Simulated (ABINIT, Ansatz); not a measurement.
Entries from a set of simulations; values are calculated unless marked as measured.

**Na3OBr (Pm-3m): one start, several treatments of the self-energy**

It takes space group Pm-3m (No. 221, cubic). Conventional cell: a = 4.533 Å, b = 4.533 Å, c = 4.533 Å, α = 90.00°, β = 90.00°, γ = 90.00°. Nearest to Na lie 2 O at 2.27 Å and 8 Na at 3.21 Å and 4 Br at 3.21 Å. Br has 12 Na at 3.21 Å nearest. O has 6 Na at 2.27 Å nearest. Farther neighbours, and contacts between anions beyond the nearest, are not listed.

| Item | Value |
| --- | --- |
| method | RPA screening on PBEsol, plane waves, norm-conserving pseudopotentials (and 3 further levels or steps) |
| program | ABINIT 10.8.3 |
| settings | cutoff 38 Ha, PseudoDojo scalar-relativistic 0.4.1 standard, norm-conserving, ngkpt (2, 2, 2), nband 81, ecuteps 4.2 Ha, gwcalctyp 2, nfreqre 16, nfreqim 8, inclvkb 2, freqremax 40 eV, spmeth 1, nomegasf 120, shiftk (0, 0, 0), symchi 1, awtr 1, frequency cd, 2×2×2 k-mesh |
| cost | 8 runs, 97 s in all on 4 MPI ranks of Arm Neoverse V1, shared host |
| notes | The program’s warnings: Min real frequency set to default [Ha] =. The cell and positions are those that the Materials Project relaxed with its own functionals (PBE, PBE+U or r2SCAN), kept fixed. Limits: no spin-orbit coupling. The 2×2×2 mesh is coarse for this cell, which bears on the long-range parts of exchange and screening. |
| G0W0, Godby-Needs plasmon pole | 3.260 eV |
| G0W0, Hybertsen-Louie plasmon pole | 3.297 eV |
| G0W0, von der Linden-Horsch plasmon pole | 3.282 eV |
| one-shot Hartree-Fock | 11.222 eV |
| G0W0, contour deformation | 3.352 eV |
| known limits | short of the basis limit; no spin-orbit coupling; coarse k mesh |

G0W0, Hybertsen-Louie plasmon pole: +0.037 eV against G0W0, Godby-Needs plasmon pole. G0W0, von der Linden-Horsch plasmon pole: +0.022 eV against G0W0, Godby-Needs plasmon pole.

[Paths, hosts, dates, memory and timing lines, banners, echoed tables and standing remarks are left out of the program output; an Ansatz launch command may be rebuilt from the run's recorded settings. Measured values are a selection of at most five: reports struck by readers or far from the other reports are left out. None is set beside runs whose start may be inverted or whose files or cutoffs have a known fault.]

[Runs of the session that timed out or met a known fault of the program may be left out.]

[Hosts, paths, dates, database ids (printed as entryN), source tags and the programs' standing remarks are cut or masked in the printed files.]

[G0W0 gaps are taken among the corrected bands and points alone; a level outside them can change the order at an edge.]

[Where Ansatz stands beside ABINIT at settings called matched, ABINIT's density can come from a denser mesh and the files from another edition; pairs whose starting gaps differed by over 0.03 eV were left out, so agreement reads better than it is.]
